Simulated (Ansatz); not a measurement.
Reflectivity of ZrSi2 (Cmcm) at normal incidence (Ansatz, PBE, independent particles, without spin-orbit coupling, line width 0.1 eV (Gaussian), carrier damping 0.1 eV):

```json
{"E (eV)": "1.00", "R (%)": "66.3"}
{"E (eV)": "1.25", "R (%)": "58.5"}
{"E (eV)": "1.50", "R (%)": "50.7"}
{"E (eV)": "1.75", "R (%)": "54.0"}
{"E (eV)": "2.00", "R (%)": "54.6"}
{"E (eV)": "2.25", "R (%)": "57.0"}
{"E (eV)": "2.50", "R (%)": "53.3"}
{"E (eV)": "2.75", "R (%)": "49.5"}
{"E (eV)": "3.00", "R (%)": "49.9"}
{"E (eV)": "3.25", "R (%)": "51.0"}
{"E (eV)": "3.50", "R (%)": "53.9"}
{"E (eV)": "3.75", "R (%)": "51.5"}
{"E (eV)": "4.00", "R (%)": "52.5"}
{"E (eV)": "4.25", "R (%)": "52.8"}
{"E (eV)": "4.50", "R (%)": "53.3"}
{"E (eV)": "4.75", "R (%)": "53.0"}
{"E (eV)": "5.00", "R (%)": "55.9"}
```

What colour would a polished face show in daylight?

Light grey: CIE x = 0.314, y = 0.334, luminous reflectivity 55 % under D65, from the mean over the axes.

[Logs are printed without paths, hosts, clocks, repeated set-up lines and the standing remarks that a program may print on its own settings, such as how far it seeks lower states.]
